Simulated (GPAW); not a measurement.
# A Ta chain with an Al atom on top of one atom: transmission at several levels

Wanted: the zero-bias transmission of a Ta chain with an Al atom on top of one atom on a ladder of levels, with run times.

Main program and level: GPAW 26.7.0; GPAW LCAO, PAW setups; Landauer transmission from Green's functions with principal layers (ASE), zero bias.

## 1. The starting structure

The cell holds 16 atoms: 15 Ta and 1 Al. Its edges and angles: a = 9.000 Å, b = 9.000 Å, c = 36.000 Å, α = 90.0°, β = 90.0°, γ = 90.0°. Regions: left lead, 7 atoms (7 Ta); channel, 2 atoms (1 Ta and 1 Al); right lead, 7 atoms (7 Ta). Vacuum lies along a and b. The structure is stacked along c, and the current runs across the ab planes.

## 2. GPAW, dzp

Localised orbitals split the wire into layers that couple to their neighbours alone, which is what the Green's function method needs; double zeta with polarisation is the usual level for numbers.

run.py reads:

```python
import json
import numpy as np
from ase import Atoms
from ase.transport.calculators import TransportCalculator
from gpaw import GPAW, FermiDirac
from gpaw.lcao.tools import get_lcao_hamiltonian
from scipy.linalg import eigh

# The junction with lead layers at both ends, along the third cell vector
device = Atoms(
    ['Ta', 'Ta', 'Ta', 'Ta', 'Ta', 'Ta', 'Ta', 'Ta', 'Al', 'Ta', 'Ta', 'Ta', 'Ta', 'Ta', 'Ta', 'Ta'],
    positions=[
        [4.50000, 4.50000, 1.20000],
        [4.50000, 4.50000, 3.60000],
        [4.50000, 4.50000, 6.00000],
        [4.50000, 4.50000, 8.40000],
        [4.50000, 4.50000, 10.80000],
        [4.50000, 4.50000, 13.20000],
        [4.50000, 4.50000, 15.60000],
        [4.50000, 4.50000, 18.00000],
        [6.79010, 4.50000, 18.00000],
        [4.50000, 4.50000, 20.40000],
        [4.50000, 4.50000, 22.80000],
        [4.50000, 4.50000, 25.20000],
        [4.50000, 4.50000, 27.60000],
        [4.50000, 4.50000, 30.00000],
        [4.50000, 4.50000, 32.40000],
        [4.50000, 4.50000, 34.80000]],
    cell=[[9.0, 0.0, 0.0], [0.0, 9.0, 0.0], [0.0, 0.0, 36.0]],
    pbc=True)

# One principal layer of the lead: the first 5 atoms of the device
lead = Atoms(
    ['Ta', 'Ta', 'Ta', 'Ta', 'Ta'],
    positions=[
        [4.50000, 4.50000, 1.20000],
        [4.50000, 4.50000, 3.60000],
        [4.50000, 4.50000, 6.00000],
        [4.50000, 4.50000, 8.40000],
        [4.50000, 4.50000, 10.80000]],
    cell=[[9.0, 0.0, 0.0], [0.0, 9.0, 0.0], [0.0, 0.0, 12.0]],
    pbc=True)

settings = dict(mode='lcao', basis='dzp', xc='PBE', h=0.2,
                occupations=FermiDirac(0.1), maxiter=250,
                mixer=dict(beta=0.1, nmaxold=8, weight=100.0),
                convergence=dict(density=0.0001))
energies = np.arange(-2, 2 + 1e-9, 0.05)
eta = 0.0001
n1, n2 = 1, 1
# k and -k transmit alike, so half of the mesh across the current serves
mesh = [(i, j) for i in range(n1) for j in range(n2) if (i, j) <= (-i % n1, -j % n2)]
weights = np.array([1 if (i, j) == (-i % n1, -j % n2) else 2 for i, j in mesh]) / (n1 * n2)

# [... helper functions left out ...]
fermi_lead = ground_state(lead, (1, 1, 10), 'lead.txt')
fermi_device = ground_state(device, (1, 1, 2), 'device.txt')
# [... loop over the mesh left out, but for ...]
        # Shift the lead onto the potential of the device's first layer
        shift = ((H[:, 0, 0] - H0[:, 0, 0]) / S0[0, 0]).real.mean()
# [...]
kT = 8.617333e-5 * 500
bias = [0.1, 0.2, 0.5, 1.0, 1.5, 2.0]
# [... integrals and printing left out ...]
```

The run is started by

```console
$ OMP_NUM_THREADS=1 OPENBLAS_NUM_THREADS=1 python run.py
```

The program printed:

```text
basis functions: device 448, principal layer 145
Fermi level: lead -2.2740 eV, device -2.2517 eV; lead shifted by -0.0112 eV
largest coupling past the next layer 9.06e-08 eV, largest misfit of the first layer 0.028 eV
  E-E_F (eV)   T (one spin)  [channel counts left out]
    -2.000    2.3971e+00
    -1.950    2.5422e+00
    -1.900    2.5699e+00
    -1.850    2.6139e+00
    -1.800    2.6445e+00
    -1.750    2.6654e+00
    -1.700    2.8316e+00
    -1.650    2.7488e+00
    -1.600    2.7419e+00
    -1.550    2.7403e+00
    -1.500    2.7387e+00
    -1.450    2.7368e+00
    -1.400    2.7361e+00
    -1.350    2.7325e+00
    -1.300    2.7322e+00
    -1.250    2.7336e+00
[...]
1.650    3.7885e+00
     1.700    3.7166e+00
     1.750    3.6305e+00
     1.800    3.5501e+00
     1.850    3.3810e+00
     1.900    3.2623e+00
     1.950    3.0849e+00
     2.000    2.8198e+00
conductance at 500 K: 4.7085 G0 a cell; thermopower -7.211 uV/K
current from the zero-bias T(E) at 0.1 V: 36.42 uA
current from the zero-bias T(E) at 0.2 V: 72.481 uA
current from the zero-bias T(E) at 0.5 V: 175.79 uA
current from the zero-bias T(E) at 1.0 V: 334.61 uA
current from the zero-bias T(E) at 1.5 V: 477.23 uA
current from the zero-bias T(E) at 2.0 V: 611.6 uA
```

Wall time 2.9 min (1 thread of Arm Neoverse V2, shared host); peak memory 1.5 GiB.

Numbers from this step:

```
conductance                                    : 4.709 G₀
largest coupling past the next principal layer : 9.06e-8 eV
largest misfit of the first principal layer    : 0.02752 eV
shift that aligns the lead                     : -0.01121 eV
basis functions of the junction                : 448
basis functions of a principal layer           : 145
transmission at the Fermi level (one spin)     : 4.821
```

One spin. The transmission, zone mean by energy, zero at the Fermi level:

energy (eV), transmission, zone mean and a bar from the least value:
```
    -2.00       2.40 ##
    -1.85       2.61 ####
    -1.70       2.83 #######
    -1.60       2.74 ######
    -1.45       2.74 ######
    -1.30       2.73 ######
    -1.15       2.74 ######
    -1.05       2.77 ######
    -0.90       2.87 #######
    -0.75       2.95 ########
    -0.70       2.96 ########
    -0.60       2.22 
    -0.50       3.29 ############
    -0.35       3.48 ##############
    -0.20       3.74 #################
    -0.05       4.49 #########################
     0.00       4.82 #############################
     0.05       4.91 ##############################
     0.10       4.94 ##############################
     0.20       4.91 ##############################
     0.35       4.79 ############################
     0.50       4.65 ###########################
     0.60       4.52 #########################
     0.75       4.31 #######################
     0.90       4.04 ####################
     1.05       3.68 ################
     1.15       3.43 #############
     1.30       3.13 ##########
     1.45       3.20 ###########
     1.60       3.83 ##################
     1.70       3.72 #################
     1.85       3.38 #############
     2.00       2.82 #######
```

Not self-consistent under bias; the bias window is split evenly. Current through one cell, from the zero-bias transmission against bias:

```tsv
bias (V)	current through one cell, from the zero-bias transmission (mA)
0.100	0.0364
0.200	0.0725
0.500	0.176
1.000	0.335
1.500	0.477
2.000	0.612
```

Transmission of the three most open eigenchannels against energy, zero at the Fermi level:

```tsv
energy (eV)	channel 1	channel 2	channel 3
-2.000	0.934	0.910	0.553
-1.800	0.975	0.955	0.714
-1.600	0.998	0.962	0.758
-1.400	0.997	0.967	0.769
-1.200	0.997	0.969	0.763
-1.000	0.997	0.965	0.754
-0.800	0.998	0.940	0.751
-0.600	0.998	0.763	0.454
-0.400	0.998	0.996	0.822
-0.200	0.998	0.996	0.952
0.000	0.999	0.995	0.990
0.200	0.998	0.997	0.929
0.400	0.998	0.998	0.959
0.600	0.998	0.997	0.959
0.800	0.998	0.994	0.960
1.000	0.998	0.984	0.951
1.200	0.998	0.960	0.946
1.400	0.998	0.935	0.843
1.600	0.995	0.983	0.981
1.800	0.997	0.986	0.874
2.000	0.997	0.876	0.694
```

Couplings past the next layer reach 9.1e-8 eV, small enough to drop; the matrix elements of the cell's first layer differ from the bulk lead's by up to 0.028 eV. That layer keeps its own values in the calculation, and only beyond it is the lead taken as perfect. The Fermi levels of lead and junction count from different zeros of potential, one for each periodic cell; with both set to zero, the small remaining shift is what aligns them. Without spin-orbit coupling, which is large for these atoms, channel counts and T are those of the scalar-relativistic bands. By hand: G = 4.709 × 77.48 μS = 365 μS, a resistance of 2.74 kΩ; at 0.1 V a linear junction would pass 36.5 μA, and the integral over the bias window gives 36.4 μA.

## 3. GPAW, szp: basis = "szp(dzp)"

One radial function a shell plus polarisation makes the matrices smaller; the question is what that costs.

run.py, as its differences from that of step 2:

```diff
@@ -43,3 +43,3 @@
 
-settings = dict(mode='lcao', basis='dzp', xc='PBE', h=0.2,
+settings = dict(mode='lcao', basis='szp(dzp)', xc='PBE', h=0.2,
                 occupations=FermiDirac(0.1), maxiter=250,
```

The program printed:

```text
basis functions: device 249, principal layer 80
Fermi level: lead -2.3114 eV, device -2.2991 eV; lead shifted by -0.0101 eV
largest coupling past the next layer 9.07e-08 eV, largest misfit of the first layer 0.025 eV
  E-E_F (eV)   T (one spin)  [channel counts left out]
    -2.000    2.5080e+00
    -1.950    2.5413e+00
    -1.900    2.5704e+00
    -1.850    2.5966e+00
    -1.800    2.6234e+00
    -1.750    2.6494e+00
    -1.700    3.6452e+00
    -1.650    2.7265e+00
    -1.600    2.7229e+00
    -1.550    2.7270e+00
    -1.500    2.7299e+00
    -1.450    2.7309e+00
    -1.400    2.7303e+00
    -1.350    2.7287e+00
    -1.300    2.7271e+00
    -1.250    2.7261e+00
[...]
1.650    3.8035e+00
     1.700    3.7715e+00
     1.750    3.6737e+00
     1.800    3.5471e+00
     1.850    3.4086e+00
     1.900    3.2396e+00
     1.950    3.0202e+00
     2.000    2.7123e+00
conductance at 500 K: 4.7521 G0 a cell; thermopower -7.019 uV/K
current from the zero-bias T(E) at 0.1 V: 36.744 uA
current from the zero-bias T(E) at 0.2 V: 73.051 uA
current from the zero-bias T(E) at 0.5 V: 176.49 uA
current from the zero-bias T(E) at 1.0 V: 334.85 uA
current from the zero-bias T(E) at 1.5 V: 478.02 uA
current from the zero-bias T(E) at 2.0 V: 613.74 uA
```

Run time: 1.9 min. Hardware: 1 thread; peak memory 1.4 GiB.

This step gave:

```yaml
conductance: 4.752 G₀
largest_coupling_past_the_next_principal_layer: 9.07e-8 eV
largest_misfit_of_the_first_principal_layer: 0.02542 eV
shift_that_aligns_the_lead: -0.01010 eV
basis_functions_of_the_junction: 249
basis_functions_of_a_principal_layer: 80
transmission_at_the_fermi_level_one_spin: 4.846
```

One spin. Transmission, zone mean against energy, zero at the Fermi level:

energy (eV), transmission, zone mean and a bar from the least value:
```
    -2.00       2.51 
    -1.85       2.60 #
    -1.70       3.65 ##############
    -1.60       2.72 ###
    -1.45       2.73 ###
    -1.30       2.73 ###
    -1.15       2.73 ###
    -1.05       2.75 ###
    -0.90       2.81 ####
    -0.75       2.88 #####
    -0.60       2.54 
    -0.50       3.25 #########
    -0.35       3.44 ###########
    -0.20       3.70 ###############
    -0.05       4.64 ##########################
     0.00       4.85 #############################
     0.05       4.93 ##############################
     0.10       4.97 ##############################
     0.20       4.93 ##############################
     0.35       4.80 ############################
     0.50       4.67 ##########################
     0.60       4.57 #########################
     0.75       4.40 #######################
     0.90       4.17 ####################
     1.05       3.86 ################
     1.15       3.61 #############
     1.30       3.28 #########
     1.45       2.62 #
     1.60       3.66 ##############
     1.65       3.80 ################
     1.70       3.77 ###############
     1.85       3.41 ###########
     2.00       2.71 ##
```

Not self-consistent under bias; the bias window is split evenly. The current through one cell, from the zero-bias transmission by bias:

```tsv
bias (V)	current through one cell, from the zero-bias transmission (mA)
0.100	0.0367
0.200	0.0731
0.500	0.176
1.000	0.335
1.500	0.478
2.000	0.614
```

The transmission of the three most open eigenchannels by energy, zero at the Fermi level:

```tsv
energy (eV)	channel 1	channel 2	channel 3
-2.000	0.942	0.918	0.648
-1.800	0.967	0.952	0.705
-1.600	0.997	0.962	0.747
-1.400	0.997	0.967	0.761
-1.200	0.997	0.969	0.759
-1.000	0.997	0.965	0.750
-0.800	0.998	0.934	0.747
-0.600	0.998	0.762	0.395
-0.400	0.998	0.997	0.816
-0.200	0.999	0.996	0.947
0.000	0.998	0.995	0.988
0.200	0.998	0.997	0.937
0.400	0.998	0.998	0.964
0.600	0.998	0.997	0.963
0.800	0.998	0.995	0.959
1.000	0.998	0.989	0.951
1.200	0.998	0.972	0.945
1.400	0.998	0.924	0.898
1.600	0.998	0.960	0.947
1.800	0.996	0.994	0.845
2.000	0.996	0.799	0.692
```

The conductance, 4.75 G₀, lies 0.9 % above that of the dzp run.

## 4. GPAW, sz: basis = "sz(dzp)"

The minimal basis is the cheapest rung: no second zeta and no polarisation.

run.py, as its differences from that of step 3:

```diff
@@ -43,3 +43,3 @@
 
-settings = dict(mode='lcao', basis='szp(dzp)', xc='PBE', h=0.2,
+settings = dict(mode='lcao', basis='sz(dzp)', xc='PBE', h=0.2,
                 occupations=FermiDirac(0.1), maxiter=250,
```

The program printed:

```text
basis functions: device 199, principal layer 65
Fermi level: lead -2.3284 eV, device -2.3308 eV; lead shifted by -0.0123 eV
largest coupling past the next layer 9.07e-08 eV, largest misfit of the first layer 0.032 eV
  E-E_F (eV)   T (one spin)  [channel counts left out]
    -2.000    2.4875e+00
    -1.950    2.5188e+00
    -1.900    2.5475e+00
[...]
1.950    3.0259e+00
     2.000    2.6369e+00
conductance at 500 K: 4.687 G0 a cell; thermopower -7.848 uV/K
current from the zero-bias T(E) at 0.1 V: 36.241 uA
current from the zero-bias T(E) at 0.2 V: 72.059 uA
current from the zero-bias T(E) at 0.5 V: 174.44 uA
current from the zero-bias T(E) at 1.0 V: 332.04 uA
current from the zero-bias T(E) at 1.5 V: 473.48 uA
current from the zero-bias T(E) at 2.0 V: 608.13 uA
```

Elapsed: 79 s, on 1 thread; peak memory 1.3 GiB.

This step gave:

```yaml
conductance: 4.687 G₀
largest_misfit_of_the_first_principal_layer: 0.03196 eV
shift_that_aligns_the_lead: -0.01234 eV
basis_functions_of_the_junction: 199
basis_functions_of_a_principal_layer: 65
transmission_at_the_fermi_level_one_spin: 4.773
```

One spin. The transmission, zone mean by energy, zero at the Fermi level:

```tsv
energy (eV)	transmission, zone mean
-2.00	2.49
-1.85	2.57
-1.70	3.43
-1.60	2.73
-1.45	2.72
-1.30	2.71
-1.15	2.71
-1.05	2.73
-0.90	2.77
-0.75	2.78
-0.60	2.89
-0.50	3.22
-0.35	3.41
-0.20	3.66
-0.05	4.57
0.00	4.77
0.05	4.89
0.15	4.94
0.20	4.92
0.35	4.79
0.50	4.66
0.60	4.56
0.75	4.39
0.90	4.18
1.05	3.89
1.15	3.66
1.30	3.36
1.45	1.98
1.60	3.15
1.70	3.81
1.85	3.53
2.00	2.64
```

The conductance, 4.69 G₀, lies 0.5 % below that of the dzp run.

## 5. LDA in the dzp basis: xc = "LDA"

Back in the dzp basis, the functional changes from PBE to LDA, to set the spread between functionals beside that between bases.

run.py, as its differences from that of step 4:

```diff
@@ -43,3 +43,3 @@
 
-settings = dict(mode='lcao', basis='sz(dzp)', xc='PBE', h=0.2,
+settings = dict(mode='lcao', basis='dzp', xc='LDA', h=0.2,
                 occupations=FermiDirac(0.1), maxiter=250,
```

The program printed:

```text
basis functions: device 448, principal layer 145
Fermi level: lead -2.5177 eV, device -2.4871 eV; lead shifted by -0.0144 eV
largest coupling past the next layer 9.78e-08 eV, largest misfit of the first layer 0.025 eV
  E-E_F (eV)   T (one spin)  [channel counts left out]
    -2.000    2.5100e+00
    -1.950    2.5476e+00
    -1.900    2.5822e+00
[...]
1.950    2.8684e+00
     2.000    2.1469e+00
conductance at 500 K: 4.8724 G0 a cell; thermopower -6.298 uV/K
current from the zero-bias T(E) at 0.1 V: 37.67 uA
current from the zero-bias T(E) at 0.2 V: 74.87 uA
current from the zero-bias T(E) at 0.5 V: 180.55 uA
current from the zero-bias T(E) at 1.0 V: 341.38 uA
current from the zero-bias T(E) at 1.5 V: 487.24 uA
current from the zero-bias T(E) at 2.0 V: 624.3 uA
```

Wall time 2.7 min (1 thread); peak memory 1.5 GiB.

This step gave:

* conductance: 4.872 G₀
* largest coupling past the next principal layer: 9.78e-8 eV
* largest misfit of the first principal layer: 0.02535 eV
* shift that aligns the lead: -0.01438 eV
* basis functions of the junction: 448
* basis functions of a principal layer: 145
* transmission at the Fermi level (one spin): 4.961

The conductance, 4.87 G₀, lies 3.5 % above that of the dzp run.

## 6. The ladder

Times are for 1 thread of Arm Neoverse V2, shared host. The runs compared:

```tsv
no.	run	conductance (G₀)	time	memory (GiB)
1	dzp	4.709	2.9 min	1.5
2	szp	4.752	1.9 min	1.4
3	sz	4.687	79 s	1.3
4	dzp LDA	4.872	2.7 min	1.5
```

## 7. Comparison

The curves are compared point by point over the common energies.

This step: comparison of transmission and cost over codes and levels (GPAW 26.7.0).

Ladder, by row:

```tsv
step	code	T at the Fermi level (sum over the listed spins)	conductance (G0)	r.m.s. T(E) from the first	wall time (s)	peak memory (GiB)	threads
dzp	GPAW	4.821	4.709	0	175.4	1.48	1
szp	GPAW	4.846	4.752	0.1935	115.8	1.41	1
sz	GPAW	4.773	4.687	0.2921	78.58	1.31	1
dzp-LDA	GPAW	4.961	4.872	0.167	159.6	1.48	1
```

Transmission, zone mean, sum over the listed spins against energy, zero at the Fermi level:

```tsv
energy (eV)	dzp	szp	sz	dzp-LDA
-2.000	2.40	2.51	2.49	2.51
-1.800	2.64	2.62	2.60	2.64
-1.600	2.74	2.72	2.73	2.74
-1.400	2.74	2.73	2.72	2.74
-1.200	2.74	2.73	2.71	2.75
-1.000	2.79	2.76	2.74	2.81
-0.800	2.92	2.86	2.80	2.96
-0.700	2.96	2.85	2.59	3.02
-0.600	2.22	2.54	2.89	2.52
-0.400	3.43	3.39	3.35	3.46
-0.200	3.74	3.70	3.66	3.83
0.000	4.82	4.85	4.77	4.96
0.100	4.94	4.97	4.94	5.06
0.150	4.94	4.96	4.94	5.04
0.200	4.91	4.93	4.92	5.01
0.400	4.74	4.76	4.75	4.82
0.600	4.52	4.57	4.56	4.61
0.800	4.24	4.33	4.33	4.34
1.000	3.80	3.97	3.99	3.93
1.200	3.34	3.51	3.57	3.45
1.400	2.80	3.16	3.15	2.45
1.600	3.83	3.66	3.15	3.81
1.650	3.79	3.80	3.58	3.82
1.700	3.72	3.77	3.81	3.74
1.800	3.55	3.55	3.69	3.50
2.000	2.82	2.71	2.64	2.15
```

(Continued in part 2 of 2.)

[Logs are printed without paths, hosts, clocks, repeated set-up lines and the standing remarks that a program may print on its own settings, such as how far it seeks lower states.]

[Hosts, paths, dates, database ids (printed as entryN), source tags and the programs' standing remarks are cut or masked in the printed files.]
